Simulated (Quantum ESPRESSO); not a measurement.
# ZnS (F-43m): a volume series of phonon spectra, part 3 of 9

Aim: how the vibrations of ZnS shift with volume, and the expansion that follows.

What experiment has found for this phase:
- bulk modulus 71.4 GPa near room temperature (given in “High-Throughput Prediction of Finite-Temperature Properties using the Quasi-Harmonic Approximation”, 2016, arXiv:1603.06924)

Quantum ESPRESSO 7.5; DFT LDA, scalar-relativistic, plane waves, GBRV ultrasoft pseudopotentials.

So far. Step 2 (Probe on a coarse mesh): The start is under -5.2 GPa at this level and looks like an insulator or semiconductor on this mesh. Step 3 (Finding the static equilibrium): After the last step pw.x solved the final cell once more on a basis chosen for it, which moves the energy without moving the atoms.

The database entry behind the starting cell differs from later determinations by our own check (about 0.1 % short), so it need not match the best structure at ambient conditions.

## (4) Self-consistent run

A tight ground state at this cell gives the energy of this member; its pressure is the stress at this cutoff, which can carry an offset from the finite basis.

The input, scf.in:

```
 &control
    calculation='scf',
    prefix='x',
    outdir='./tmp',
    pseudo_dir='./pseudo',
    tprnfor=.true.,
    tstress=.true.,
 /
 &system
    ibrav=0,
    nat=2,
    ntyp=2,
    ecutwfc=45.0,
    ecutrho=270.0,
    occupations='fixed',
    nbnd=15,
 /
 &electrons
    conv_thr=1.0d-12,
    mixing_beta=0.7,
    electron_maxstep=100,
 /
ATOMIC_SPECIES
 Zn     65.3800  Zn.upf
 S      32.0600  S.upf
CELL_PARAMETERS angstrom
     0.000000000    2.646159995    2.646159995
     2.646159995    0.000000000    2.646159995
     2.646159995    2.646159995    0.000000000
ATOMIC_POSITIONS crystal
 Zn     0.250000000   0.250000000   0.250000000
 S      0.000000000   0.000000000   0.000000000
K_POINTS automatic
 12 12 12 0 0 0
```

Launch:

```
$ OMP_NUM_THREADS=1 mpirun -n 8 pw.x -nk 8 -in scf.in > scf.out
```

Log:

```text
[banner, memory and clock lines left out]
Program PWSCF v.7.5

     Message from routine setup:
     using ibrav=0 with symmetry is DISCOURAGED, use correct ibrav instead

     G-vector sticks info

     bravais-lattice index     =            0
     lattice parameter (alat)  =       7.0718  a.u.
     unit-cell volume          =     250.0777 (a.u.)^3
     number of atoms/cell      =            2
     number of atomic types    =            2
     number of electrons       =        26.00
     number of Kohn-Sham states=           15
     kinetic-energy cutoff     =      45.0000  Ry
     charge density cutoff     =     270.0000  Ry
     scf convergence threshold =      1.0E-12
     mixing beta               =       0.7000
     number of iterations used =            8  plain     mixing
     Exchange-correlation=  SLA  PZ   NOGX NOGC
                           (   1   1   0   0   0   0   0)

     celldm(1)=   7.071800  celldm(2)=   0.000000  celldm(3)=   0.000000
     celldm(4)=   0.000000  celldm(5)=   0.000000  celldm(6)=   0.000000

     crystal axes: (cart. coord. in units of alat)
               a(1) = (   0.000000   0.707107   0.707107 )
               a(2) = (   0.707107   0.000000   0.707107 )
               a(3) = (   0.707107   0.707107   0.000000 )

     reciprocal axes: (cart. coord. in units 2 pi/alat)
               b(1) = ( -0.707107  0.707107  0.707107 )
               b(2) = (  0.707107 -0.707107  0.707107 )
               b(3) = (  0.707107  0.707107 -0.707107 )

     PseudoPot. # 1 for Zn read from file:
     ./pseudo/Zn.upf
     Pseudo is Ultrasoft, Zval = 20.0
     Using radial grid of  943 points,  6 beta functions with:
                l(1) =   0
                l(2) =   0
                l(3) =   1
                l(4) =   1
                l(5) =   2
                l(6) =   2
     Q(r) pseudized with  8 coefficients,  rinner =    1.100   1.100   1.100
                                                       1.100   1.100

     PseudoPot. # 2 for S  read from file:
     ./pseudo/S.upf
     Pseudo is Ultrasoft + core correction, Zval =  6.0
     Using radial grid of  907 points,  6 beta functions with:
                l(1) =   0
                l(2) =   0
                l(3) =   1
                l(4) =   1
                l(5) =   2
                l(6) =   2
     Q(r) pseudized with  8 coefficients,  rinner =    1.300   1.300   1.300
                                                       1.300   1.300

     atomic species   valence    mass     pseudopotential
     Zn               20.00    65.38000     Zn( 1.00)
     S                 6.00    32.06000     S ( 1.00)

     24 Sym. Ops. (no inversion) found

   Cartesian axes

     site n.     atom                  positions (alat units)
         1        Zn     tau(   1) = (   0.3535534   0.3535534   0.3535534  )
         2        S      tau(   2) = (   0.0000000   0.0000000   0.0000000  )

     number of k points=    72
                       cart. coord. in units 2pi/alat
        k(    1) = (   0.0000000   0.0000000   0.0000000), wk =   0.0011574
        k(    2) = (   0.0589256   0.0589256  -0.0589256), wk =   0.0092593
        k(    3) = (   0.1178511   0.1178511  -0.1178511), wk =   0.0092593
        k(    4) = (   0.1767767   0.1767767  -0.1767767), wk =   0.0092593
        k(    5) = (   0.2357023   0.2357023  -0.2357023), wk =   0.0092593
        k(    6) = (   0.2946278   0.2946278  -0.2946278), wk =   0.0092593
        k(    7) = (  -0.3535534  -0.3535534   0.3535534), wk =   0.0046296
        k(    8) = (   0.1178511   0.0000000  -0.0000000), wk =   0.0069444
        k(    9) = (   0.1767767   0.0589256  -0.0589256), wk =   0.0277778
        k(   10) = (   0.2357023   0.1178511  -0.1178511), wk =   0.0277778
        k(   11) = (   0.2946278   0.1767767  -0.1767767), wk =   0.0277778
        k(   12) = (   0.3535534   0.2357023  -0.2357023), wk =   0.0277778
        k(   13) = (  -0.2946278  -0.4124790   0.4124790), wk =   0.0277778
        k(   14) = (  -0.2357023  -0.3535534   0.3535534), wk =   0.0277778
        k(   15) = (  -0.1767767  -0.2946278   0.2946278), wk =   0.0277778
        k(   16) = (  -0.1178511  -0.2357023   0.2357023), wk =   0.0277778
[...]
k(   65) = (  -0.2357023  -0.4714045   0.7071068), wk =   0.0277778
        k(   66) = (  -0.1767767  -0.4124790   0.6481812), wk =   0.0555556
        k(   67) = (  -0.1178511  -0.3535534   0.5892557), wk =   0.0277778
        k(   68) = (  -0.1178511  -0.4714045   0.7071068), wk =   0.0277778
        k(   69) = (  -0.0589256  -0.4124790   0.6481812), wk =   0.0555556
        k(   70) = (   0.0000000  -0.3535534   0.5892557), wk =   0.0277778
        k(   71) = (  -0.7071068   0.2357023   0.0000000), wk =   0.0138889
        k(   72) = (  -0.7071068   0.3535534   0.0000000), wk =   0.0069444

     Dense  grid:    18883 G-vectors     FFT dimensions: (  40,  40,  40)

     Smooth grid:    10177 G-vectors     FFT dimensions: (  32,  32,  32)

     Initial potential from superposition of free atoms

     starting charge      25.9999, renormalised to      26.0000
     Starting wfcs are   17 randomized atomic wfcs

     per-process dynamical memory:    25.3 Mb

     Self-consistent Calculation

     iteration #  1     ecut=    45.00 Ry     beta= 0.70
     Davidson diagonalization with overlap
     ethr =  1.00E-02,  avg # of iterations =  3.9

     Threshold (ethr) on eigenvalues was too large:
     Diagonalizing with lowered threshold

     Davidson diagonalization with overlap
     ethr =  3.76E-04,  avg # of iterations =  2.2

     total energy              =    -485.40801383 Ry
     estimated scf accuracy    <       0.09907285 Ry

     iteration #  2     ecut=    45.00 Ry     beta= 0.70
     Davidson diagonalization with overlap
     ethr =  3.81E-04,  avg # of iterations =  2.8

     total energy              =    -485.43086506 Ry
     estimated scf accuracy    <       0.09290940 Ry

     iteration #  3     ecut=    45.00 Ry     beta= 0.70
     Davidson diagonalization with overlap
     ethr =  3.57E-04,  avg # of iterations =  2.0

     total energy              =    -485.45049316 Ry
     estimated scf accuracy    <       0.00256259 Ry

     iteration #  4     ecut=    45.00 Ry     beta= 0.70
     Davidson diagonalization with overlap
     ethr =  9.86E-06,  avg # of iterations =  4.7

     total energy              =    -485.45124371 Ry
     estimated scf accuracy    <       0.00016860 Ry

     iteration #  5     ecut=    45.00 Ry     beta= 0.70
     Davidson diagonalization with overlap
     ethr =  6.48E-07,  avg # of iterations =  2.8

[...]
-116.9413 -71.5736 -71.5736 -71.5736  -5.1350   0.7596   0.7596   1.2285
     1.2285   1.4045   1.5794   6.4047   6.4047  10.5813  14.0938

          k = 0.1179 0.0000-0.0000 (  1271 PWs)   bands (ev):

  -116.9414 -71.5737 -71.5735 -71.5735  -6.1317   0.6183   0.6513   0.6513
     1.1840   1.1994   6.7636   7.1559   7.1559  10.1849  13.1697

          k = 0.1768 0.0589-0.0589 (  1287 PWs)   bands (ev):

  -116.9414 -71.5738 -71.5736 -71.5736  -5.9976   0.6101   0.6770   0.6790
     1.1755   1.2045   5.8714   6.9072   7.0103  10.8004  12.9804

          k = 0.2357 0.1179-0.1179 (  1283 PWs)   bands (ev):

  -116.9414 -71.5738 -71.5737 -71.5736  -5.7717   0.6253   0.7132   0.7159
     1.1734   1.2107   4.7069   6.6380   6.7822  11.1545  13.2737

          k = 0.2946 0.1768-0.1768 (  1283 PWs)   bands (ev):

  -116.9414 -71.5738 -71.5737 -71.5737  -5.4995   0.6879   0.7488   0.7627
     1.1855   1.2205   3.5575   6.4175   6.4991  11.1393  13.7531

          k = 0.3536 0.2357-0.2357 (  1274 PWs)   bands (ev):

  -116.9414 -71.5737 -71.5737 -71.5737  -5.2521   0.7423   0.7690   0.9214
     1.2169   1.2300   2.5491   6.2391   6.2915  11.0360  13.7829

          k =-0.2946-0.4125 0.4125 (  1264 PWs)   bands (ev):

  -116.9413 -71.5737 -71.5737 -71.5736  -5.1144   0.7575   0.7758   1.1583
     1.2301   1.3648   1.7788   6.0573   6.2832  10.9772  13.7558

          k =-0.2357-0.3536 0.3536 (  1273 PWs)   bands (ev):

  -116.9414 -71.5737 -71.5737 -71.5737  -5.1439   0.7592   0.7709   1.1148
     1.2161   1.2768   2.0030   5.9880   6.3936  10.9967  13.8419

          k =-0.1768-0.2946 0.2946 (  1277 PWs)   bands (ev):

  -116.9414 -71.5737 -71.5737 -71.5737  -5.3276   0.7483   0.7539   0.8450
     1.1949   1.2326   2.8651   6.0465   6.6008  11.0860  14.0257

          k =-0.1179-0.2357 0.2357 (  1285 PWs)   bands (ev):

  -116.9414 -71.5738 -71.5737 -71.5737  -5.5927   0.6826   0.7241   0.7376
     1.1796   1.2168   3.9283   6.2305   6.8622  11.1785  14.0335

          k =-0.0589-0.1768 0.1768 (  1291 PWs)   bands (ev):

[...]
k =-0.0000-0.1179 0.1179 (  1281 PWs)   bands (ev):

[...]
k = 0.2357 0.0000-0.0000 (  1303 PWs)   bands (ev):

[...]
k = 0.2946 0.0589-0.0589 (  1291 PWs)   bands (ev):

[...]
k = 0.3536 0.1179-0.1179 (  1284 PWs)   bands (ev):

[...]
k = 0.4125 0.1768-0.1768 (  1274 PWs)   bands (ev):

[...]
k =-0.2357-0.4714 0.4714 (  1270 PWs)   bands (ev):

[...]
k =-0.1768-0.4125 0.4125 (  1273 PWs)   bands (ev):

[...]
k =-0.1179-0.3536 0.3536 (  1279 PWs)   bands (ev):

[...]
k =-0.0589-0.2946 0.2946 (  1279 PWs)   bands (ev):

[...]
k = 0.0000-0.2357 0.2357 (  1293 PWs)   bands (ev):

[...]
k = 0.3536 0.0000 0.0000 (  1283 PWs)   bands (ev):

[...]
k = 0.4125 0.0589-0.0589 (  1278 PWs)   bands (ev):

[...]
k = 0.4714 0.1179-0.1179 (  1278 PWs)   bands (ev):

[...]
k =-0.1768-0.5303 0.5303 (  1271 PWs)   bands (ev):

[...]
k =-0.1179-0.4714 0.4714 (  1270 PWs)   bands (ev):

[...]
k =-0.0589-0.4125 0.4125 (  1276 PWs)   bands (ev):

[...]
k = 0.0000-0.3536 0.3536 (  1278 PWs)   bands (ev):

[...]
k = 0.4714 0.0000-0.0000 (  1267 PWs)   bands (ev):

[...]
k = 0.5303 0.0589-0.0589 (  1275 PWs)   bands (ev):

[...]
k =-0.1179-0.5893 0.5893 (  1270 PWs)   bands (ev):

[...]
k =-0.0589-0.5303 0.5303 (  1272 PWs)   bands (ev):

[...]
k = 0.5893 0.0000-0.0000 (  1266 PWs)   bands (ev):

[...]
k = 0.0000-0.5893 0.5893 (  1264 PWs)   bands (ev):

[...]
k =-0.7071 0.0000 0.0000 (  1298 PWs)   bands (ev):

[...]
k = 0.2357 0.1179 0.0000 (  1282 PWs)   bands (ev):

[...]
k = 0.2946 0.1768-0.0589 (  1283 PWs)   bands (ev):

[...]
k = 0.3536 0.2357-0.1179 (  1280 PWs)   bands (ev):

[...]
k = 0.3536 0.1179 0.0000 (  1285 PWs)   bands (ev):

[...]
k = 0.4125 0.1768-0.0589 (  1281 PWs)   bands (ev):

[...]
k = 0.0000-0.2357 0.3536 (  1284 PWs)   bands (ev):

[...]
k = 0.4714 0.1179-0.0000 (  1274 PWs)   bands (ev):

[...]
k =-0.1179-0.5893 0.7071 (  1274 PWs)   bands (ev):

[...]
k =-0.0589-0.5303 0.6482 (  1274 PWs)   bands (ev):

[...]
k =-0.0000-0.4714 0.5893 (  1268 PWs)   bands (ev):

[...]
k =-0.7071 0.1179-0.0000 (  1276 PWs)   bands (ev):

[...]
k =-0.2357-0.4714 0.7071 (  1278 PWs)   bands (ev):

  -116.9414 -71.5738 -71.5737 -71.5737  -5.0776   0.7075   0.8266   0.9512
     1.2165   1.2739   3.1043   4.6377   5.6736  12.5646  12.7549

          k =-0.1768-0.4125 0.6482 (  1270 PWs)   bands (ev):

  -116.9413 -71.5737 -71.5737 -71.5736  -4.9220   0.7579   0.8545   1.0559
     1.2102   1.4007   2.5878   4.3207   5.3815  12.6446  13.1627

          k =-0.1179-0.3536 0.5893 (  1270 PWs)   bands (ev):

  -116.9413 -71.5737 -71.5737 -71.5737  -4.8630   0.7662   0.8748   1.1247
     1.1778   1.5525   2.2725   4.2437   5.2585  12.6733  13.1532

          k =-0.1179-0.4714 0.7071 (  1263 PWs)   bands (ev):

  -116.9413 -71.5737 -71.5737 -71.5736  -4.8511   0.7061   0.9099   1.0375
     1.2278   1.4515   2.6342   4.3683   4.9134  12.1310  12.7324

          k =-0.0589-0.4125 0.6482 (  1264 PWs)   bands (ev):

  -116.9413 -71.5737 -71.5737 -71.5736  -4.7914   0.7466   0.9274   1.0942
     1.1843   1.6095   2.4030   4.1034   4.7807  12.4472  13.3832

          k = 0.0000-0.3536 0.5893 (  1260 PWs)   bands (ev):

  -116.9413 -71.5737 -71.5737 -71.5736  -4.8183   0.7643   0.9020   1.1279
     1.1603   1.5652   2.4389   4.0089   4.9954  12.6869  13.5695

          k =-0.7071 0.2357 0.0000 (  1268 PWs)   bands (ev):

  -116.9413 -71.5737 -71.5737 -71.5737  -4.7655   0.7019   0.9619   1.0554
     1.2181   1.6095   2.4088   4.4031   4.4791  11.9760  12.6803

          k =-0.7071 0.3536 0.0000 (  1256 PWs)   bands (ev):

  -116.9413 -71.5737 -71.5737 -71.5736  -4.7637   0.7601   0.9477   1.1132
     1.1488   1.6686   2.3877   4.2527   4.3557  12.8849  13.5399

     highest occupied, lowest unoccupied level (ev):     7.3798    9.5082

!    total energy              =    -485.45126877 Ry
     estimated scf accuracy    <          7.7E-13 Ry

     The total energy is the sum of the following terms:
     one-electron contribution =    -446.91333350 Ry
     hartree contribution      =     230.61813334 Ry
     xc contribution           =     -50.03230577 Ry
     ewald contribution        =    -219.12376285 Ry

     convergence has been achieved in  11 iterations

     Forces acting on atoms (cartesian axes, Ry/au):

     atom    1 type  1   force =     0.00000000    0.00000000   -0.00000000
     atom    2 type  2   force =     0.00000000   -0.00000000   -0.00000000

     Total force =     0.000000     Total SCF correction =     0.000000

     Computing stress (Cartesian axis) and pressure

          total   stress  (Ry/bohr**3)                   (kbar)     P=        0.66
   0.00000447  -0.00000000  -0.00000000            0.66       -0.00       -0.00
  -0.00000000   0.00000447  -0.00000000           -0.00        0.66       -0.00
  -0.00000000  -0.00000000   0.00000447           -0.00       -0.00        0.66

     XML data file, charge density, pseudopotentials, collected wavefunctions
```

The job ended after 7.5 s (8 MPI ranks of Arm Neoverse N1, shared host; 59 s of CPU time).

This step gave:

```yaml
pressure: 0.066 GPa
```

On a basis chosen for the relaxed cell the pressure is 0.066 GPa, small enough for phonons.

[end of part 3 of 9]

[Logs are printed without paths, hosts, clocks, repeated set-up lines and the standing remarks that a program may print on its own settings, such as how far it seeks lower states.]

[Hosts, paths, dates, database ids (printed as entryN), source tags and the programs' standing remarks are cut or masked in the printed files.]

[A step with changed settings may run another functional than the one named; its input shows which.]

[Of the runs on displaced cells, only some may be shown.]
